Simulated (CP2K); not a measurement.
Consider 5-carboxypyrimidine at its PBE geometry (Å).

```xyz
13

O     2.2490    1.0353   -1.0299
C     1.7441    0.2633   -0.2292
O     2.4826   -0.5290    0.6186
C     0.2795    0.0837   -0.0710
C    -0.3069   -0.8365    0.8044
N    -1.6379   -0.9777    0.8987
C    -2.3716   -0.1737    0.1106
N    -1.9259    0.7491   -0.7626
C    -0.5925    0.8640   -0.8450
H     3.4188   -0.3171    0.4255
H     0.3077   -1.4751    1.4413
H    -3.4560   -0.2856    0.1841
H    -0.1907    1.5992   -1.5453
```

Method: CP2K XAS_TDP, all-electron GAPW, PBEh(45%), aug-cc-pVDZ, TDA, no relativity.

Q: Where do the C K-edge lines lie, and how strong are they?

Leading lines: C2 283.40 eV, C4 281.38 eV, C5 281.30 eV and C7 281.72 eV. The leading line of an atom is its first one with 35 % of the strongest within 2.5 eV of its lowest line over the strength cut. 

The first six lines of each atom with a strength over 0.0015:

```tsv
atom	energy (eV)	states	strength, one atom
C2 (bonded to C and 2 O)	283.40	1	0.0676
	288.03	1	0.0142
	288.34	1	0.0041
	289.90	1	0.0026
	290.27	1	0.0054
	290.47	1	0.0134
C4 (bonded to 3 C)	281.38	1	0.0333
	284.91	1	0.0181
	285.52	1	0.0034
	286.65	1	0.0031
	286.91	1	0.0033
	287.68	1	0.0021
C5 (bonded to C, N and H)	281.30	1	0.0609
	286.22	1	0.0105
	287.21	1	0.0066
	287.57	1	0.0017
	288.80	1	0.0061
	288.87	1	0.0042
C7 (bonded to 2 N and H)	281.72	1	0.0611
	286.60	1	0.0135
	287.06	1	0.0057
	287.42	1	0.0033
	288.00	1	0.0034
	288.70	1	0.0019
```

Lines are vertical, at one geometry, with no vibrational structure. Without a correction of the core level, line positions, and the gaps between valence and Rydberg lines, follow the share of exact exchange. At this level such K lines come out 3 to 6 eV under measured ones. Atoms with the same bonds but other surroundings in this conformer are left out. These values hold no scalar relativity, about 0.1 eV for C 1s. Rydberg lines, and the discretised continuum above threshold, depend on the basis and the box.

[Banner, clock and machine lines of the logs are left out without a mark of their own.]

[Logs are printed without paths, hosts, clocks, repeated set-up lines and the standing remarks that a program may print on its own settings, such as how far it seeks lower states.]

[Hosts, paths, dates, database ids (printed as entryN), source tags and the programs' standing remarks are cut or masked in the printed files.]
